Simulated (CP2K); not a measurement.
Two runs for the O K edge of sulfamide. Run A: CP2K XAS_TDP, all-electron GAPW, PBEh(45%), aug-cc-pVDZ, TDA, no relativity. Run B differs in one setting.

First lines with a strength over 0.0015. A:

```csv
atom,energy (eV),states,"strength, one atom"
O4 (bonded to S),530.54,1,0.0213
,531.44,1,0.0224
,531.59,1,0.0178
,531.62,1,0.0150
,532.42,1,0.0037
```

B:

| atom | energy (eV) | states | strength, one atom |
| --- | --- | --- | --- |
| O4 (bonded to S) | 536.54 | 1 | 0.0420 |
|  | 537.77 | 1 | 0.0304 |
|  | 538.15 | 1 | 0.0248 |
|  | 538.27 | 1 | 0.0075 |
|  | 539.39 | 1 | 0.0021 |

Question: Which was it: the functional, scalar relativity switched on, GW2X switched on, the basis?

The functional (functional from PBEh(45%) to PBEh(60%); the lines alone don't name the new value). A functional moves all lines by electronvolts and changes their spacings and strengths. Against PBEh(45%) in aug-cc-pVDZ, the leading line moves by +6.00 eV, to 536.54 eV; the strength of O4's goes from 0.0213 to 0.0420. The next line of O4 over the strength cut lies 1.23 eV higher, against 0.90.

[Banner, clock and machine lines of the logs are left out without a mark of their own.]

[Logs are printed without paths, hosts, clocks, repeated set-up lines and the standing remarks that a program may print on its own settings, such as how far it seeks lower states.]

[Hosts, paths, dates, database ids (printed as entryN), source tags and the programs' standing remarks are cut or masked in the printed files.]
